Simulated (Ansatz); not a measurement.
# Lattice dynamics of PbS2 (model cell, started as rutile)

Task: relax PbS2 (model cell, started as rutile), then find its harmonic phonons.

Method: DFT PBEsol, scalar-relativistic, plane waves, PAW, in Ansatz 0.2.0.

Most raw output is cut from this account.

The structure was built from a prototype and need not be the compound's stable phase.

## Step 1: The starting structure

Symmetry: P4_2/mnm, No. 136, tetragonal system. Conventional cell: a = 6.093 Å, b = 6.093 Å, c = 3.930 Å, α = 90.00°, β = 90.00°, γ = 90.00°. Nearest to Pb lie 6 S at 2.59 to 2.63 Å. Nearest to S lie 3 Pb at 2.59 to 2.63 Å. Farther neighbours and most contacts between anions are not listed.

## Step 2: Relaxation

The cell and atoms are relaxed, since residual forces and stress would shift the frequencies.

The input, input.yaml:

```yaml
crystal:
  lattice:
    - [6.09295, 0.0, 0.0]
    - [0.0, 6.09295, 0.0]
    - [0.0, 0.0, 3.92995]
  atoms:
    - { symbol: Pb, position: [0.0, 0.0, 0.0] }
    - { symbol: Pb, position: [0.5, 0.5, 0.5] }
    - { symbol: S, position: [0.305, 0.305, 0.0] }
    - { symbol: S, position: [0.695, 0.695, 0.0] }
    - { symbol: S, position: [0.805, 0.195, 0.5] }
    - { symbol: S, position: [0.195, 0.805, 0.5] }
kpoints:
  mp_grid: { grid: [6, 6, 8] }
hamiltonian:
  xc: pbesol
scf:
  occupations: { method: gaussian, width: 0.01 }
output:
  forces: true
  stress: true
  eigenvalues: true
  write_density: true
  write_potential: true
  elf: true
  volumetric_format: npy
relax:
  adjacent_minimum: "off"
  f_tol: 0.005
  max_steps: 80
  cell: { stress_tol: 0.05 }
```

Started as:

```sh
$ ansatz run input.yaml --threads 8 --pin off --max-ram 14336MiB --backend cpu --events-out ev --progress --plain --runs-dir out
```

Wall time 29 s (8 threads of Arm Neoverse N1, shared host); peak memory 0.72 GiB; 3.7 min of CPU time.

Step by step:

```
step  energy less that of the first step (eV)  largest force component (eV/Å)  pressure (GPa)  volume (Å³)
   1                                   0.0000                          0.1181            4.78       145.90
   2                                  -0.1179                          0.1020           -1.69       161.49
   3                                  -0.1462                          0.0162           -0.26       157.30
   4                                  -0.1473                          0.0090           -0.07       156.86
   5                                  -0.1478                          0.0019           -0.02       156.89
   6                                  -0.1479                          0.0000            0.00       156.91
  7*                                  -0.1487                          0.0000            0.00       156.91
```

Relaxation steps marked * repeat the geometry before them on a plane-wave basis chosen anew for their cell, so energy and pressure can jump there.

The run keeps the 16 symmetry operations that it works with, so distortions that break them were not tested.

```
conventional cell, symmetrised  before  after  change
                         a (Å)   6.093  6.281  +3.1 %
                         b (Å)   6.093  6.281  +3.1 %
                         c (Å)   3.930  3.977  +1.2 %
              volume (Å³/atom)   24.32  26.15  +7.5 %
```

The relaxed structure:

```xyz
6
Lattice="6.2811 0.0000 0.0000 0.0000 6.2811 0.0000 0.0000 0.0000 3.9771" Properties=species:S:1:pos:R:3 pbc="T T T"
Pb    0.0000    0.0000    0.0000
Pb    3.1406    3.1406    1.9886
S     1.9164    1.9164    0.0000
S     4.3647    4.3647    0.0000
S     5.0570    1.2241    1.9886
S     1.2241    5.0570    1.9886
```

This step gave:

```yaml
pressure: -4.52e-4 GPa
gap_on_the_k_mesh: 0.1696 eV
volume_per_atom: 26.15 Å³
direct_gap_on_mesh: 0.2338 eV
```

Valence density in the ab plane at fractional z = 0.000, with atoms of Pb and S within 0.2 Å of it. It is the smooth field of the valence electrons, not physical close to the nuclei.

Ten steps, logarithmic in the rise over the least value, from '_' (0.01 × 1e0 e/Å³) to '@' (9.26 × 1e0 e/Å³), each cell a mean:
```
@@%%++::..____________....::==**%%
##**==::__________....::::::--++**
==--::..________..::--======----==
::....__________..--++++++++==::::
________________::==++====++==::..
________________::==++====++==::..
________________..--==++++++--..__
________..........::--====--::..__
____..::::--::::......::::....____
____::--==++==--::..______________
__..--==++++++==::..______________
__..--++==::++++--..______________
..::--==++==++==::..____________..
------====++==--::__________..::::
**++----------::..________..::==++
%%##++--::....____________..--**%%
@@%%**--..________________::==##@@
```
Columns run along a (6.3 Å), rows up along b (6.3 Å). Atoms in or near the plane, at fractional coordinates: Pb at (0.00, 0.00), S at (0.31, 0.31), S at (0.69, 0.69).

ELF in the ab plane at fractional z = 0.000, with atoms of Pb and S within 0.2 Å of it. It is the smooth field of the valence electrons, not physical close to the nuclei.

Ten even steps from '0' (0.00) to '9' (0.90), each cell a mean:
```
01321000012222330
23321000267764333
33210000589998533
21100001799879842
00000001698327962
00000001587238972
00000000268789972
00134420136899861
01688863112567520
04899986300111000
05998468620000000
14894049840000000
13796489840000011
22489999830000122
33347898610001233
12323454100001331
01321100000002320
```
Columns run along a (6.3 Å), rows up along b (6.3 Å). Atoms in or near the plane, at fractional coordinates: Pb at (0.00, 0.00), S at (0.31, 0.31), S at (0.69, 0.69).

Electrostatic potential energy in the ab plane at fractional z = 0.000, with atoms of Pb and S within 0.2 Å of it. With pseudopotentials it is smooth inside the atoms' cores, unlike the true potential.

Ten even steps from '0' (-33 eV) to '9' (12 eV), each cell a mean:
```
20279999999998501
01589999999988730
46889999998667875
88999999984113788
99999999971111689
99999999971111699
99999999984114899
99999999988778999
99998889999999999
99985357999999999
99851005899999999
99831203899999999
89840115899999999
77874358999999887
13688889999999852
00379999999998610
30178999999998402
```
Columns run along a (6.3 Å; values clipped at the 3rd and 97th percentile), rows up along b (6.3 Å). Atoms in or near the plane, at fractional coordinates: Pb at (0.00, 0.00), S at (0.31, 0.31), S at (0.69, 0.69).

In this step the volume went from 24.32 to 26.15 Å³/atom.

## Step 3: Tight relaxation

Phonons need a cell at rest on their own settings, so the relaxation is repeated with tight tolerances on forces and stress, using the mesh and the filling of the phonon run that follows.

input.yaml, the sections that differ from step 2:

```yaml
crystal:
  lattice:
    - [6.2811235934, 0.0, 0.0]
    - [0.0, 6.2811235934, 0.0]
    - [0.0, 0.0, 3.9771181291]
  atoms:
    - { symbol: Pb, position: [0.0, 0.0, 0.0] }
    - { symbol: Pb, position: [0.5, 0.5, 0.5] }
    - { symbol: S, position: [0.3051114232, 0.3051114232, 0.0] }
    - { symbol: S, position: [0.6948885768, 0.6948885768, 0.0] }
    - { symbol: S, position: [0.8051114232, 0.1948885768, 0.5] }
    - { symbol: S, position: [0.1948885768, 0.8051114232, 0.5] }
relax:
  adjacent_minimum: "off"
  f_tol: 0.001
  max_steps: 60
  cell: { stress_tol: 0.01 }
# kpoints, hamiltonian, scf, output: as in step 2
```

Elapsed: 9.6 s, on 8 threads; peak memory 0.71 GiB; 71 s of CPU time.

Little changed from the start: no atom moved by 0.005 Å and no cell edge by 0.1 %.

Valence density in the ab plane at fractional z = 0.000, with atoms of Pb and S within 0.2 Å of it. It is the smooth field of the valence electrons, not physical close to the nuclei.

Values in units of 1e0 e/Å³, 9 rows by 16 columns, each cell a mean:
```
5.2 2.7 0.7 0.2 0.1 0.0 0.0 0.0 0.0 0.1 0.1 0.2 0.2 0.4 1.5 4.1
0.5 0.3 0.2 0.1 0.0 0.0 0.0 0.1 0.2 0.4 0.8 0.8 0.7 0.5 0.4 0.5
0.1 0.0 0.0 0.0 0.0 0.0 0.0 0.1 0.3 0.9 0.9 0.4 1.1 0.8 0.3 0.1
0.0 0.0 0.0 0.0 0.0 0.1 0.1 0.1 0.2 0.5 0.8 0.9 0.9 0.5 0.1 0.0
0.0 0.0 0.1 0.2 0.4 0.4 0.3 0.2 0.1 0.1 0.2 0.2 0.2 0.1 0.0 0.0
0.0 0.1 0.3 0.9 1.0 0.8 0.9 0.5 0.2 0.1 0.0 0.0 0.0 0.0 0.0 0.0
0.1 0.2 0.4 1.0 0.8 0.7 1.1 0.5 0.2 0.1 0.0 0.0 0.0 0.0 0.1 0.1
1.1 0.7 0.4 0.4 0.6 0.6 0.4 0.2 0.1 0.0 0.0 0.0 0.1 0.2 0.4 0.9
7.3 3.7 0.9 0.2 0.1 0.1 0.1 0.0 0.0 0.0 0.0 0.0 0.1 0.4 1.9 5.7
```
Columns run along a (6.3 Å), rows up along b (6.3 Å). Atoms in or near the plane, at fractional coordinates: Pb at (0.00, 0.00), S at (0.31, 0.31), S at (0.69, 0.69).

Electrostatic potential energy in the ab plane at fractional z = 0.000, with atoms of Pb and S within 0.2 Å of it. With pseudopotentials it is smooth inside the atoms' cores, unlike the true potential.

Ten even steps from '0' (-33 eV) to '9' (12 eV), each cell a mean:
```
20279999999998501
01589999999988730
46889999998667875
88999999984113788
99999999971111689
99999999971111699
99999999984114899
99999999988778999
99998889999999999
99985357999999999
99851005899999999
99831203899999999
89840115899999999
77874358999999887
13688889999999852
00379999999998610
30178999999998402
```
Columns run along a (6.3 Å; values clipped at the 3rd and 97th percentile), rows up along b (6.3 Å). Atoms in or near the plane, at fractional coordinates: Pb at (0.00, 0.00), S at (0.31, 0.31), S at (0.69, 0.69).

ELF in the ab plane at fractional z = 0.000, with atoms of Pb and S within 0.2 Å of it. It is the smooth field of the valence electrons, not physical close to the nuclei.

Values, 9 rows by 16 columns, each cell a mean:
```
0.13 0.26 0.34 0.21 0.08 0.02 0.01 0.04 0.21 0.42 0.48 0.42 0.31 0.29 0.33 0.17
0.28 0.26 0.19 0.10 0.04 0.02 0.03 0.27 0.73 0.88 0.88 0.82 0.80 0.62 0.34 0.27
0.07 0.05 0.03 0.02 0.02 0.02 0.05 0.35 0.76 0.85 0.45 0.13 0.64 0.87 0.67 0.22
0.02 0.01 0.05 0.10 0.14 0.11 0.06 0.12 0.40 0.67 0.68 0.70 0.88 0.89 0.72 0.23
0.02 0.22 0.57 0.75 0.76 0.66 0.45 0.21 0.10 0.19 0.41 0.57 0.60 0.49 0.24 0.04
0.09 0.53 0.86 0.90 0.65 0.46 0.70 0.67 0.35 0.08 0.04 0.05 0.05 0.03 0.02 0.02
0.14 0.37 0.76 0.84 0.44 0.38 0.81 0.86 0.63 0.15 0.02 0.02 0.02 0.05 0.08 0.10
0.31 0.30 0.36 0.60 0.77 0.84 0.85 0.76 0.41 0.06 0.01 0.03 0.08 0.19 0.29 0.32
0.05 0.19 0.35 0.24 0.22 0.26 0.27 0.16 0.04 0.02 0.02 0.05 0.15 0.31 0.31 0.08
```
Columns run along a (6.3 Å), rows up along b (6.3 Å). Atoms in or near the plane, at fractional coordinates: Pb at (0.00, 0.00), S at (0.31, 0.31), S at (0.69, 0.69).

The largest force component left is 0.026 meV/Å and the pressure is 0.000 GPa, within the tolerances set. The cell now holds 26.15 Å³/atom.

## Step 4: Linear response at the zone centre

The zone centre comes first: it holds the modes that light can see, as far as symmetry allows. No field response is asked.

input.yaml, as its differences from that of step 3:

```diff
@@ -19,13 +19,4 @@
 output:
-  forces: true
-  stress: true
   eigenvalues: true
-  write_density: true
-  write_potential: true
-  elf: true
-  volumetric_format: npy
-relax:
-  adjacent_minimum: "off"
-  f_tol: 0.001
-  max_steps: 60
-  cell: { stress_tol: 0.01 }
+phonons:
+  method: dfpt
```

Elapsed: 63 s, on 8 threads; peak memory 2 GiB.

Numbers from this step:

```
sum-rule residual before enforcement                    : 3.69e-5 eV/Å²
point group                                             : 4/mmm
highest optical mode at the zone centre (no LO-TO term) : 298.1 cm⁻¹
lowest optical zone-centre mode                         : -83.01 cm⁻¹
```

Without the LO-TO term. Patterns of degenerate modes are one choice out of their space. Modes at Γ, with each element's share of the kinetic energy (negative means imaginary):

```
mode  frequency (cm⁻¹)  symmetry  Pb %  S %
   1             -83.0        Eu    14   86
   2             -83.0        Eu    14   86
   3             -81.9       A2g     0  100
   4             -61.9       B1g     0  100
   5               0.0  acoustic    76   24
   6               0.0  acoustic    76   24
   7               0.0  acoustic    76   24
   8              30.4       B1u    89   11
   9              95.9        Eu    96    4
  10              95.9        Eu    96    4
  11             190.9        Eg     0  100
  12             190.9        Eg     0  100
  13             203.3       A2u    24   76
  14             241.6        Eu    14   86
  15             241.6        Eu    14   86
  16             248.2       B1u    11   89
  17             276.8       A1g     0  100
  18             298.1       B2g     0  100
```

Displacements in mode 2 (-83.0 cm⁻¹), the largest set to 1:
```
Pb1  0.11 -0.16  0.00
Pb2  0.16 -0.20  0.00
S3  -1.00  1.00  0.00
S4  -1.00  1.00  0.00
S5   0.12  0.15  0.00
S6   0.12  0.15  0.00
```

Displacements in mode 3 (-81.9 cm⁻¹), the largest set to 1:
```
Pb1  0.00  0.00  0.00
Pb2  0.00  0.00  0.00
S3  -1.00  1.00  0.00
S4   1.00 -1.00  0.00
S5   1.00  1.00  0.00
S6  -1.00 -1.00  0.00
```

Before it was imposed, the acoustic sum rule was missed by 3.7e-5 eV/Å². Small misses are needed for a sound result but don't prove that mesh and cutoff are converged. The lowest optical mode is imaginary, 83.0i cm⁻¹, so the energy falls along it.

## Step 5: Phonons on a q mesh

Stability and thermal properties need the whole zone. Linear response on a 2×2×4 q mesh gives force constants as far as a supercell of that size would.

input.yaml, as its differences from that of step 4:

```diff
@@ -22 +22,9 @@
   method: dfpt
+  qmesh: [2, 2, 4]
+  temperatures: { t_max: 1000, t_step: 50 }
+  qpath:
+    path:
+      - [[0.0, 0.0, 0.0], [0.0, 0.5, 0.0], [0.5, 0.5, 0.0], [0.0, 0.0, 0.0], [0.0, 0.0, 0.5], [0.0, 0.5, 0.5], [0.5, 0.5, 0.5], [0.0, 0.0, 0.5]]
+      - [[0.0, 0.5, 0.0], [0.0, 0.5, 0.5]]
+      - [[0.5, 0.5, 0.0], [0.5, 0.5, 0.5]]
+    npoints: 10
```

Elapsed: 10 min, on 8 threads; peak memory 2.3 GiB; 80 min of CPU time.

This step gave:

| Item | Value |
| --- | --- |
| sum-rule residual before enforcement | 3.84e-5 eV/Å² |
| lowest frequency on the path | -92.02 cm⁻¹ |
| highest frequency on the path or at a solved wavevector | 298.1 cm⁻¹ |
| lowest mode on the q mesh (acoustic modes at Γ apart) | -91.17 cm⁻¹ |

Frequencies (cm⁻¹) solved at each irreducible wavevector; negative means imaginary. Frequencies by wavevector, by row:

```
q in reciprocal lattice units  star  mode 1  mode 2  mode 3  mode 4  mode 16  mode 17  mode 18
                        0 0 0     1     -83     -83   -81.9   -61.9    248.2    276.8    298.1
                     0 0 0.25     2   -86.5   -85.8   -85.8   -55.9    249.9    278.1    297.1
                     0 0 -0.5     1   -85.1   -85.1     -83     -83    250.5    290.6    290.6
                     0 -0.5 0     2   -80.5   -80.5   -59.1   -59.1      237    289.8    289.8
                  0 -0.5 0.25     4   -80.2   -80.2   -68.5   -68.5    250.8    291.6    291.6
                  0 -0.5 -0.5     2   -85.9   -85.9   -65.6   -65.6    254.2    292.9    292.9
                  -0.5 -0.5 0     1   -91.2   -91.2   -88.9   -88.9    242.3    282.2    282.2
               -0.5 -0.5 0.25     2   -87.4   -87.4     -81     -81    233.6    289.7    289.7
               -0.5 -0.5 -0.5     1   -83.7   -83.7   -62.3   -62.3    244.3    293.3    293.3
```

[end of part 1 of 2]

[Logs are printed without paths, hosts, clocks, repeated set-up lines and the standing remarks that a program may print on its own settings, such as how far it seeks lower states.]

[Hosts, paths, dates, database ids (printed as entryN), source tags and the programs' standing remarks are cut or masked in the printed files.]
